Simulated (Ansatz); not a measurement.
Rows from a G0W0 calculation on CdF2 (fluorite (111) film, 3 layers) (Ansatz 0.2.0; G0W0 on LDA, plane waves, PAW; 6×6×1 mesh, 234 empty bands, screening to 36 eV), in eV. Spin-orbit coupling is left out.

```
row                      k  band   start       Σx  Σc at the solution      Vxc
  A                      Γ    c2  -4.414   -9.537              -2.809  -14.248
  B  (0.167, 0.333, 0.000)    c1  -1.810  -11.882              -3.246  -17.421
  C  (0.167, 0.333, 0.000)    v1  -8.355  -33.524               5.118  -26.423
  D                      Γ    c1  -5.226   -9.343              -2.998  -14.206
  E                      Γ    v1  -8.642  -34.303               5.043  -27.218
  F  (0.167, 0.333, 0.000)    c2  -1.694  -11.371              -3.278  -16.967
```

Give the quasiparticle energies and the shift of each level.

The quasiparticle equation reads E = start + Σx + Σc(E) − Vxc.

```
row   E (eV)  shift (eV)
  A   -2.512      +1.903
  B    0.483      +2.294
  C  -10.338      −1.983
  D   -3.360      +1.866
  E  -10.684      −2.043
  F    0.624      +2.318
```

The gap over the computed points goes from 3.13 eV to 6.98 eV.

Limits: not at the basis limit; coarse mesh for a sheet; d shell near the gap, gap tends to lie low; no spin-orbit coupling.

[Paths, hosts, dates, memory and timing lines, banners, echoed tables and standing remarks are left out of the program output.]

[Logs are printed without paths, hosts, clocks, repeated set-up lines and the standing remarks that a program may print on its own settings, such as how far it seeks lower states.]

[Runs of the session that timed out or met a known fault of the program may be left out.]

[Cells called generated may have been cut or substituted from an entry of the Crystallography Open Database or the Materials Project.]

[Hosts, paths, dates, database ids (printed as entryN), source tags and the programs' standing remarks are cut or masked in the printed files.]
